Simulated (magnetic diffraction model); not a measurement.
**Moment size from magnetic intensity in Sr₂Nd₂Co₄S₁₁**

Space group Pmmm (no. 47), a = 4.5570 Å, b = 8.9510 Å, c = 9.1870 Å.

| site | atom | x | y | z |
| --- | --- | --- | --- | --- |
| 2t | Nd | 1/2 | 1/2 | 0.2731 |
| 2s | Sr | 1/2 | 0 | 0.2490 |
| 2m | Co | 0 | 0.2525 | 0 |
| 2n | Co | 0 | 0.2506 | 1/2 |
| 4u | S | 0 | 0.2840 | 0.7625 |
| 1c | S | 0 | 0 | 1/2 |
| 1a | S | 0 | 0 | 0 |
| 2o | S | 1/2 | 0.3115 | 0 |
| 2p | S | 1/2 | 0.2684 | 1/2 |
| 1g | S | 0 | 1/2 | 1/2 |

This is a made-up structure (elements placed in a structure type, unrelaxed), so the numbers test the method and describe no known phase.

Only Nd and Co are taken to order (form factors of Nd3+ and Co3+); orders and moment sizes are assumed, and not adapted to the symmetry. Radiation: neutrons of λ = 2.0775 Å, 5° to 40°; isotropic B of 0.33 Å² (Nd), 0.34 Å² (Sr), 0.47 Å² (Co) and 0.58 Å² (S). Simulated constant-wavelength pattern: nuclear and magnetic terms add, the magnetic one as |2.695 fm × Σ f S⊥ exp(2πi Q·r) exp(−B s²)|², summed over all Q at one angle with the factor 1/(sin²θ cos θ). For collinear order S is the moment m, which repeats by lattice and centring translations R with the sign exp(−2πi k·R). Free-ion form factors, Sears's scattering lengths of 1992, no absorption; a label names one of the reflections at its angle. The strongest nuclear line in the range is 100, and lines under 0.2 are left out.

In a first state the assumed order is k = (0 1/2 1/2), collinear moments along [101], 2.9 μB on Nd and 3.85 μB on Co; signs + at (1/2, 1/2, 0.2731), − at (1/2, 1/2, 0.7269), − at (0, 0.2525, 0), + at (0, 0.7475, 0), + at (0, 0.2506, 1/2), − at (0, 0.7494, 1/2), with this pattern:

| 2θ (°) | index | nuclear | magnetic |
| --- | --- | --- | --- |
| 9.29 | (0 1/2 1/2) | 0.0 | 492.9 |
| 12.98 | (0 0 1) | 6.7 | 0.0 |
| 13.33 | (0 1 0) | 5.5 | 0.0 |
| 18.65 | (0 1 1) | 4.6 | 0.0 |
| 20.65 | (0 1/2 3/2) | 0.0 | 49.4 |
| 21.09 | (0 3/2 1/2) | 0.0 | 140.2 |
| 26.14 | (0 0 2) | 10.5 | 0.0 |
| 26.35 | (1 0 0) | 12.0 | 0.0 |
| 26.84 | (0 2 0) | 6.3 | 0.0 |
| 28.00 | (1 1/2 1/2) | 0.0 | 123.1 |
| 28.13 | (0 3/2 3/2) | 0.0 | 55.9 |
| 29.45 | (0 1 2) | 1.5 | 0.0 |
| 29.64 | (1 1 0) | 3.2 | 0.0 |
| 29.92 | (0 2 1) | 2.9 | 0.0 |
| 32.48 | (1 1 1) | 0.8 | 0.0 |
| 33.54 | (0 1/2 5/2) | 0.0 | 10.3 |
(The table stops after 16 lines; 10 more lie at higher angle.)

**Question.** Nearer the ordering temperature the line at 9.29° has total intensity 44.7 on the same scale, and all moments have shrunk alike. How large is the Nd moment?

The nuclear part, 0.0, stays, so the magnetic part is 44.7 against 492.9. It goes as m², so m = 2.9 × √(44.7/492.9) = 0.87 μB; the value used was 0.87 μB.
